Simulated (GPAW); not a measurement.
## Magnetic state of free-standing square Ti monolayer, spacing 2.74 A from several starts

Wanted: the moments of free-standing square Ti monolayer, spacing 2.74 A and the energy of each order that was tried.

Method: PBE; plane waves with GPAW's PAW setups, scalar-relativistic, in GPAW 26.7.0.

## 1. Set-up

The cell holds 1 atom: 1 Ti. Cell: a = 2.740 Å, b = 2.740 Å, c = 14.000 Å, α = 90.0°, β = 90.0°, γ = 90.0°. model lattice. Vacuum lies along c.

As a file:

```cif
data_structure
_symmetry_space_group_name_H-M 'P 1'
_symmetry_Int_Tables_number 1
_cell_length_a 2.7400
_cell_length_b 2.7400
_cell_length_c 14.0000
_cell_angle_alpha 90.000
_cell_angle_beta 90.000
_cell_angle_gamma 90.000
_cell_volume 105.11
loop_
_atom_site_label
_atom_site_type_symbol
_atom_site_fract_x
_atom_site_fract_y
_atom_site_fract_z
_atom_site_occupancy
Ti1 Ti 0.00000 0.00000 0.50000 1
```

## 2. Order 1, typed as ferro +

The parallel start comes first: it fits the smallest cell, keeps the most symmetry and shows whether parallel moments form.

Input file order1.py:

```python
import json
import numpy as np
from ase import Atoms
from ase.parallel import paropen, parprint
from gpaw import GPAW

atoms = Atoms(['Ti'],
    cell=[[2.74, 0.0, 0.0],
         [0.0, 2.74, 0.0],
         [0.0, 0.0, 14.0]],
    scaled_positions=[[0.0, 0.0, 0.5]],
    pbc=True,
    magmoms=[1.0])
atoms.calc = GPAW(mode={'name': 'pw', 'ecut': 550},
    xc='PBE',
    kpts={'size': (10, 10, 1), 'gamma': True},
    occupations={'name': 'fermi-dirac', 'width': 0.1},
    convergence={'density': 1e-05, 'energy': 1e-05},
    maxiter=200,
    symmetry={'tolerance': 1e-4},
    txt='order1.txt')
e = atoms.get_potential_energy(force_consistent=True)
res = {'free_energy': e, 'energy_sigma0': atoms.get_potential_energy(), 'fermi_energy': atoms.calc.get_fermi_level()}
res['moments'] = atoms.get_magnetic_moments().tolist()
res['total'] = atoms.get_magnetic_moment()
parprint('site moments (muB):', np.round(res['moments'], 3))
parprint(f"total moment: {res['total']:.3f} muB")
parprint(f'free energy: {e:.6f} eV')
atoms.calc.write('order1.gpw')
with paropen('results.json', 'w') as f:
    json.dump(res, f)
```

On the command line:

```bash
$ OMP_NUM_THREADS=1 python3 order1.py > order1.log
```

The program printed:

```text
site moments (muB): [0.936]
total moment: 1.689 muB
free energy: -4.506706 eV

--- order1.txt ---
Input parameters:
  mode=PW(ecut=550),
  convergence={'density': 1e-05, 'energy': 1e-05},
  kpts=MonkhorstPack(size=(10, 10, 1), gamma=True),
  maxiter=200,
  occupations=Occupations(name='fermi-dirac', width=0.1),
  symmetry=Symmetry(tolerance=0.0001),
  xc=XC(name='PBE')

Diagonalizing LCAO Hamiltonian
Converting LCAO to pw mode
   .------.
  /|      |
 * |      |
 | |      |
 | |      |
 | |      |
 | |      |
 | |      |
 | |      |
 | |      |
 Ti|      |
 | |      |
 | |      |
 | |      |
 | |      |
 | |      |
 | |      |
 | .------.
 |/      /
 *------*

Atoms  # Å, Bohr magnetons
|   | symbol |        x |        y |        z |    initial magnetic moments |
|---|--------|----------|----------|----------|-----------------------------|
| 0 |     Ti | 0.000000 | 0.000000 | 7.000000 | ( 0.0000,  0.0000,  1.0000) |

Unit cell  # Å
| periodic |        x |        y |         z |   lengths |    angles |
|----------|----------|----------|-----------|-----------|-----------|
|      yes | 2.740000 | 0.000000 |  0.000000 |  2.740000 | 90.000000 |
|      yes | 0.000000 | 2.740000 |  0.000000 |  2.740000 | 90.000000 |
|      yes | 0.000000 | 0.000000 | 14.000000 | 14.000000 | 90.000000 |

Number of symmetries: 16

BZ-sampling:
  Number of BZ points: 100
  Number of IBZ points: 21

  Monkhorst-Pack size: [10, 10, 1]
  Monkhorst-Pack shift: [0.05, 0.05, 0.0]

K-points  # in reciprocal-cell coordinates
|     |                                coordinates |     weight |
|-----|--------------------------------------------|------------|
|   0 | (  0.00000000,   0.00000000,   0.00000000) | 0.01000000 |
|   1 | (  0.10000000,   0.00000000,   0.00000000) | 0.04000000 |
|   2 | (  0.10000000,   0.10000000,   0.00000000) | 0.04000000 |
|   3 | (  0.20000000,   0.00000000,   0.00000000) | 0.04000000 |
|   4 | (  0.20000000,   0.10000000,   0.00000000) | 0.08000000 |
|   5 | (  0.20000000,   0.20000000,   0.00000000) | 0.04000000 |
|   6 | (  0.30000000,   0.00000000,   0.00000000) | 0.04000000 |
|   7 | (  0.30000000,   0.10000000,   0.00000000) | 0.08000000 |
|   8 | (  0.30000000,   0.20000000,   0.00000000) | 0.08000000 |
|   9 | (  0.30000000,   0.30000000,   0.00000000) | 0.04000000 |
| ... |                                            |            |
|  20 | (  0.50000000,   0.50000000,   0.00000000) | 0.01000000 |

Plane wave coefficients: 3117
Cutoff: 550.0 eV

Spin-components: 2 (collinear spins)
Bands:           12
Projectors:      6
Spin-degeneracy: 1
Datatype:        complex128

Parallelization:
  kpt:    1
  domain: 1
  band:   1

Density:
  Valence electrons: 12.0
  Components: 2
  Grid points: [15 15 80]
  Charge: 0.0  # |e|

Potential:
  Grid points: [15 15 80]

species:
  Ti:
    name:    Titanium
    Z:       22.0
    valence: 12
    core:    10
    charge:  0.0  # [|e|]
    compensation charges:
      type: gauss
      rc: 0.38  # [Å]
      lmax: 2
    cutoffs:
      filter: 2.23  # [Å]
      core: 1.02  # [Å]
    projectors
    | kind |    occ | energy [eV] | rcut [Å] |
    |------|--------|-------------|----------|
    |   3s |  2.000 |     -62.623 |    1.270 |
    |   4s |  2.000 |      -4.466 |    1.270 |
    |   3p |  6.000 |     -38.862 |    1.058 |
    |   4p |  0.000 |      -1.466 |    1.058 |
    |   3d |  2.000 |      -4.258 |    1.058 |
    |    d |        |      22.953 |    1.058 |

    Using partial waves for Ti as LCAO basis

Reference energy: -23224.014282  # eV

eigensolver:
  PPCG
  Converge bands: occupied
  niter=2

density mixing:
  MSR1-Mixer
  Pratt-step length: 0.05
  Maximum mixing coefficient: 0.75
  Old densities: 10
  SVD Regularization: 0.005
  Good broyden scale: 1.0
  Trust region scale: 1.0
  Backstep threshold: 4.0
  History deletion threshold: 6.0
  Fourier metric: weight=20.0, sigma=0.015

occupation numbers:
  Fermi-Dirac:
    width: 0.1000  # eV

poisson solver:
  ecut: 4400.0  # eV

xc functional:
  name: PBE with 2 nearest neighbor stencil

convergence criteria:
- Maximum integral of absolute [dens]ity change: 1e-05 electrons / valence electron
- Maximum [total energy] change in last 3 cyles: 1e-05 eV / valence electron
- Maximum integral of absolute [eigenst]ate change: 4e-08 eV^2 / valence electron
maximum number of iterations: 200

SCF iterations
|iter     |      energy | eigst |  dens |  magmom |
|---------|-------------|-------|-------|---------|
|iter:   1|       0s |   -4.780181 | -0.17 |       |  +1.0041|
|iter:   2|       1s |   -4.695616 | -2.08 | -0.93 |  +1.0045|
|iter:   3|       2s |   -4.426293 | -1.23 | -0.97 |  +1.0287|
|iter:   4|       3s |   -4.443627 | -2.06 | -1.53 |  +1.0574|
|iter:   5|       4s |   -4.445566 | -2.74 | -1.66 |  +1.0788|
|iter:   6|       5s |   -4.456452 | -3.01 | -1.84 |  +1.1496|
|iter:   7|       6s |   -4.459700 | -3.69 | -2.12 |  +1.2057|
|iter:   8|       7s |   -4.465444 | -2.98 | -2.20 |  +1.4228|
|iter:   9|       9s |   -4.466277 | -4.09 | -2.25 |  +1.4739|
|iter:  10|      10s |   -4.466908 | -4.04 | -2.61 |  +1.5507|
|iter:  11|      11s |   -4.467055 | -3.77 | -2.79 |  +1.5924|
|iter:  12|      12s |   -4.467541 | -4.25 | -2.99 |  +1.6582|
|iter:  13|      13s |   -4.467705 | -4.38 | -3.40 |  +1.6905|
|iter:  14|      14s |   -4.467727 | -5.53 | -3.72 |  +1.6918|
|iter:  15|      15s |   -4.467719c| -6.21 | -4.34 |  +1.6902|
|iter:  16|      16s |   -4.467712c| -6.89 | -4.67 |  +1.6894|
|iter:  17|      17s |   -4.467712c| -7.42c| -5.39c|  +1.6893|

Converged in 17 steps
Energy contributions relative to reference atoms: (reference = -23224.014282)

Energy contributions:
  Kinetic:           1.272221
  Coulomb:          -0.292112
  Zero:             -0.080705
  External:          0.000000
  Xc:               -5.328122
  Entropy:          -0.077988
  Spinorbit:         0.000000
  ----------------------------
  Free energy:      -4.506706
  Extrapolated:     -4.467712

dipole moment: (-8.675305, -8.675305, 0.000000)  # |e|*Ang

Total magnetic moment: (0.000000, 0.000000, 1.689326)

Local magnetic moments
|        x |        y |        z |
|----------|----------|----------|
| 0.000000 | 0.000000 | 0.936041 |  # Ti   0

Fermi level: -1.817
Eigenvalues  # (at kpt = [0.000, 0.000, 0.000])
| band index |      eig [eV] | occ [0-1] |      eig [eV] | occ [0-1] |
|------------|---------------|-----------|---------------|-----------|
|          0 |       -59.326 |     1.000 |       -58.300 |     1.000 |
|          1 |       -35.882 |     1.000 |       -34.702 |     1.000 |
|          2 |       -35.137 |     1.000 |       -34.174 |     1.000 |
|          3 |       -35.137 |     1.000 |       -34.174 |     1.000 |
|          4 |        -6.099 |     1.000 |        -5.274 |     1.000 |
|          5 |        -3.384 |     1.000 |        -2.102 |     0.945 |
|          6 |        -2.537 |     0.999 |        -1.554 |     0.067 |
|          7 |        -2.098 |     0.943 |        -1.047 |     0.000 |
|          8 |        -0.174 |     0.000 |         1.079 |     0.000 |
|          9 |        -0.174 |     0.000 |         1.079 |     0.000 |
|         10 |         1.202 |     0.000 |         1.756 |     0.000 |
|         11 |         1.651 |     0.000 |         2.090 |     0.000 |

No gap
No difference between direct/indirect transitions
```

It took 22 s on 1 MPI rank of Intel Xeon Platinum 8488C (Sapphire Rapids), shared host; peak memory 0.2 GiB.

This step gave:

```
magnetization  : 1.689 μB
final state    : ferromagnetic
largest moment : 0.9360 μB
```

After 17 cycles the largest moment stands at 0.936 μB.

## 3. Order 2, typed as antiferro q=(1/2,1/2,0) +-

Reversing part of the moments tests the sign of the couplings between them.

The cell is doubled to 2 atoms to hold this order. Its mesh is chosen so that both cells sample the same points.

Input file order2.py:

```python
import json
import numpy as np
from ase import Atoms
from ase.parallel import paropen, parprint
from gpaw import GPAW

atoms = Atoms(['Ti', 'Ti'],
    cell=[[5.48, 0.0, 0.0],
         [2.74, 2.74, 0.0],
         [0.0, 0.0, 14.0]],
    scaled_positions=[[0.0, 0.0, 0.5],
         [0.5, 0.0, 0.5]],
    pbc=True,
    magmoms=[1.0, -1.0])
atoms.calc = GPAW(mode={'name': 'pw', 'ecut': 550},
    xc='PBE',
    kpts={'size': (5, 10, 1), 'gamma': True},
    occupations={'name': 'fermi-dirac', 'width': 0.1},
    convergence={'density': 1e-05, 'energy': 1e-05},
    maxiter=200,
    symmetry={'tolerance': 1e-4},
    txt='order2.txt')
e = atoms.get_potential_energy(force_consistent=True)
res = {'free_energy': e, 'energy_sigma0': atoms.get_potential_energy(), 'fermi_energy': atoms.calc.get_fermi_level()}
res['moments'] = atoms.get_magnetic_moments().tolist()
res['total'] = atoms.get_magnetic_moment()
parprint('site moments (muB):', np.round(res['moments'], 3))
parprint(f"total moment: {res['total']:.3f} muB")
parprint(f'free energy: {e:.6f} eV')
atoms.calc.write('order2.gpw')
with paropen('results.json', 'w') as f:
    json.dump(res, f)
```

On the command line:

```bash
$ OMP_NUM_THREADS=1 python3 order2.py > order2.log
```

The program printed:

```text
UserWarning: Initial realspace grid (30,21,80) inconsistent with symmetries.
UserWarning: Using symmetrized grid: (30,30,80).

site moments (muB): [ 0.001 -0.   ]
total moment: 0.001 muB
free energy: -8.928042 eV

--- order2.txt ---
Input parameters:
  mode=PW(ecut=550),
  convergence={'density': 1e-05, 'energy': 1e-05},
  kpts=MonkhorstPack(size=(5, 10, 1), gamma=True),
  maxiter=200,
  occupations=Occupations(name='fermi-dirac', width=0.1),
  symmetry=Symmetry(tolerance=0.0001),
  xc=XC(name='PBE')

Diagonalizing LCAO Hamiltonian
Converting LCAO to pw mode

       Ti     Ti

Atoms  # Å, Bohr magnetons
|   | symbol |        x |        y |        z |    initial magnetic moments |
|---|--------|----------|----------|----------|-----------------------------|
| 0 |     Ti | 0.000000 | 0.000000 | 7.000000 | ( 0.0000,  0.0000,  1.0000) |
| 1 |     Ti | 2.740000 | 0.000000 | 7.000000 | ( 0.0000,  0.0000, -1.0000) |

Unit cell  # Å
| periodic |        x |        y |         z |   lengths |    angles |
|----------|----------|----------|-----------|-----------|-----------|
|      yes | 5.480000 | 0.000000 |  0.000000 |  5.480000 | 90.000000 |
|      yes | 2.740000 | 2.740000 |  0.000000 |  3.874945 | 90.000000 |
|      yes | 0.000000 | 0.000000 | 14.000000 | 14.000000 | 45.000000 |

Number of symmetries: 8

BZ-sampling:
  Number of BZ points: 50
  Number of IBZ points: 18

  Monkhorst-Pack size: [5, 10, 1]
  Monkhorst-Pack shift: [0.0, 0.05, 0.0]

Plane wave coefficients: 6221
Cutoff: 550.0 eV

Spin-components: 2 (collinear spins)
Bands:           19
Projectors:      12
Spin-degeneracy: 1
Datatype:        complex128

Parallelization:
  kpt:    1
  domain: 1
  band:   1

Density:
  Valence electrons: 24.0
  Components: 2
  Grid points: [30 30 80]
  Charge: 0.0  # |e|

Potential:
  Grid points: [30 30 80]

[... setups left out ...]
Reference energy: -46448.028563  # eV

eigensolver:
  PPCG
  Converge bands: occupied
  niter=2

density mixing:
  MSR1-Mixer
  Pratt-step length: 0.05
  Maximum mixing coefficient: 0.75
  Old densities: 10
  SVD Regularization: 0.005
  Good broyden scale: 1.0
  Trust region scale: 1.0
  Backstep threshold: 4.0
  History deletion threshold: 6.0
  Fourier metric: weight=20.0, sigma=0.015

occupation numbers:
  Fermi-Dirac:
    width: 0.1000  # eV

poisson solver:
  ecut: 4400.0  # eV

xc functional:
  name: PBE with 2 nearest neighbor stencil

convergence criteria:
- Maximum integral of absolute [dens]ity change: 1e-05 electrons / valence electron
- Maximum [total energy] change in last 3 cyles: 1e-05 eV / valence electron
- Maximum integral of absolute [eigenst]ate change: 4e-08 eV^2 / valence electron
maximum number of iterations: 200

SCF iterations
|iter     |      energy | eigst |  dens |  magmom |
|---------|-------------|-------|-------|---------|
|iter:   1|       0s |   -9.493854 | -0.16 |       |  +0.0000|
|iter:   2|       6s |   -9.325056 | -1.78 | -0.94 |  +0.0000|
|iter:   3|      11s |   -8.783000 | -1.04 | -0.99 |  -0.0000|
|iter:   4|      17s |   -8.795709 | -1.31 | -1.51 |  +0.0000|
|iter:   5|      23s |   -8.792912 | -2.08 | -1.62 |  -0.0000|
|iter:   6|      28s |   -8.804968 | -2.38 | -1.89 |  +0.0000|
|iter:   7|      34s |   -8.808751 | -2.67 | -2.18 |  -0.0000|
|iter:   8|      40s |   -8.811265 | -2.46 | -2.26 |  +0.0000|
|iter:   9|      45s |   -8.812428 | -2.52 | -2.56 |  -0.0000|
|iter:  10|      51s |   -8.812914 | -2.75 | -2.80 |  +0.0000|
|iter:  11|      57s |   -8.813221 | -3.37 | -3.23 |  -0.0000|
|iter:  12|      62s |   -8.813382 | -3.37 | -3.38 |  +0.0000|
|iter:  13|      68s |   -8.813429c| -3.84 | -3.06 |  +0.0000|
|iter:  14|      73s |   -8.813466c| -3.65 | -3.54 |  +0.0000|
|iter:  15|      79s |   -8.813499c| -4.08 | -3.69 |  +0.0001|
|iter:  16|      84s |   -8.813514c| -4.73 | -4.19 |  +0.0001|
|iter:  17|      90s |   -8.813521c| -4.80 | -4.12 |  +0.0001|
|iter:  18|      95s |   -8.813522c| -4.98 | -4.14 |  +0.0001|
|iter:  19|     101s |   -8.813527c| -5.55 | -3.96 |  +0.0001|
|iter:  20|     106s |   -8.813528c| -5.44 | -4.27 |  +0.0002|
|iter:  21|     112s |   -8.813528c| -5.87 | -4.17 |  +0.0002|
|iter:  22|     117s |   -8.813528c| -5.75 | -4.62 |  +0.0003|
|iter:  23|     123s |   -8.813529c| -6.33 | -4.81 |  +0.0003|
|iter:  24|     128s |   -8.813529c| -6.23 | -5.00 |  +0.0005|
|iter:  25|     133s |   -8.813529c| -6.97 | -5.17c|  +0.0005|
|iter:  26|     139s |   -8.813529c| -6.39 | -5.05c|  +0.0006|
|iter:  27|     143s |   -8.813529c| -7.41c| -5.05c|  +0.0008|

Converged in 27 steps
Energy contributions relative to reference atoms: (reference = -46448.028563)

Energy contributions:
  Kinetic:          -1.618901
  Coulomb:           2.531275
  Zero:             -0.150261
  External:          0.000000
  Xc:               -9.461129
  Entropy:          -0.229025
  Spinorbit:         0.000000
  ----------------------------
  Free energy:      -8.928042
  Extrapolated:     -8.813529

dipole moment: (-34.729977, -17.364988, 0.000001)  # |e|*Ang

Total magnetic moment: (0.000000, 0.000000, 0.000757)

Local magnetic moments
|        x |        y |         z |
|----------|----------|-----------|
| 0.000000 | 0.000000 |  0.000528 |  # Ti   0
| 0.000000 | 0.000000 | -0.000161 |  # Ti   1

Fermi level: -1.822
Eigenvalues  # (at kpt = [0.000, 0.000, 0.000])
| band index |      eig [eV] | occ [0-1] |      eig [eV] | occ [0-1] |
|------------|---------------|-----------|---------------|-----------|
|          0 |       -58.827 |     1.000 |       -58.826 |     1.000 |
|        ... |               |           |               |           |
|          4 |       -35.175 |     1.000 |       -35.175 |     1.000 |
|          5 |       -35.175 |     1.000 |       -35.175 |     1.000 |
|          6 |       -34.662 |     1.000 |       -34.662 |     1.000 |
|          7 |       -34.662 |     1.000 |       -34.662 |     1.000 |
|          8 |        -5.660 |     1.000 |        -5.660 |     1.000 |
|          9 |        -3.568 |     1.000 |        -3.568 |     1.000 |
|         10 |        -2.747 |     1.000 |        -2.747 |     1.000 |
|         11 |        -2.020 |     0.879 |        -2.019 |     0.878 |
|         12 |        -1.608 |     0.105 |        -1.607 |     0.105 |
|         13 |        -1.608 |     0.105 |        -1.607 |     0.105 |
|         14 |        -1.591 |     0.090 |        -1.590 |     0.090 |
|         15 |         0.089 |     0.000 |         0.089 |     0.000 |
|         16 |         0.431 |     0.000 |         0.431 |     0.000 |
|         17 |         0.431 |     0.000 |         0.431 |     0.000 |
|         18 |         1.495 |     0.000 |         1.495 |     0.000 |

No gap
No difference between direct/indirect transitions
```

The job ended after 2.6 min (1 MPI rank; peak memory 0.39 GiB).

Numbers from this step:

- final state: non-magnetic

It lies 42.7 meV a seeded atom over the first start.

(Part 1 of 2 ends here.)

[Logs and program files are shortened in this print: banners, set-up blocks, solver, clock and traceback lines can be left out without a mark of their own.]

[Logs are printed without paths, hosts, clocks, repeated set-up lines and the standing remarks that a program may print on its own settings, such as how far it seeks lower states.]

[Hosts, paths, dates, database ids (printed as entryN), source tags and the programs' standing remarks are cut or masked in the printed files.]

[Where a cell is said to come from a database of computed structures, the database is the Materials Project.]
